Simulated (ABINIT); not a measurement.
An input for ABINIT 10.8.3 (CdSe (F-43m)):

```
acell 3*1.0 Angstrom
rprim 
  -0.000000000000 3.070271198600 3.070271198600
  3.070271198600 -0.000000000000 3.070271198600
  3.070271198600 3.070271198600 0.000000000000
ntypat 2
znucl 48 34
natom 2
typat 1 2
xred 
  0.000000000000 0.000000000000 0.000000000000
  0.750000000000 0.750000000000 0.750000000000
pp_dirpath "pseudos"
pseudos "Cd.upf, Se.upf"
ecut 48
ngkpt 4 4 4
nshiftk 1
shiftk 0 0 0
kptopt 1
chksymbreak 0
istwfk *1
occopt 1
irdwfk 1
optdriver 3
nband 173
ecuteps 6
inclvkb 2
awtr 1
symchi 1
gwcalctyp 10
mbpt_sciss 1.147 eV
nqptdm 1
qptdm 
  0 0 0
indata_prefix "in"
outdata_prefix "out"
tmpdata_prefix "tmp"
```

```sh
OMP_NUM_THREADS=1 mpirun -n 8 abinit run.abi > log
```

Question: Estimate wall time and host memory on 8 MPI ranks of Intel Xeon Platinum 8259CL at 2.50GHz (Skylake/Cascade Lake), shared host.

It took 18 s; on shared hardware allow 8.9 s to 35 s. Peak host memory was 2.8 GiB.

[Paths, hosts, dates, memory and timing lines, banners, echoed tables and standing remarks are left out of the program output.]

[Logs are printed without paths, hosts, clocks, repeated set-up lines and the standing remarks that a program may print on its own settings, such as how far it seeks lower states.]

[Runs of the session that timed out or met a known fault of the program may be left out.]

[Hosts, paths, dates, database ids (printed as entryN), source tags and the programs' standing remarks are cut or masked in the printed files.]

[G0W0 gaps are taken among the corrected bands and points alone; a level outside them can change the order at an edge.]

[Where Ansatz stands beside ABINIT at settings called matched, ABINIT's density can come from a denser mesh and the files from another edition; pairs whose starting gaps differed by over 0.03 eV were left out, so agreement reads better than it is.]
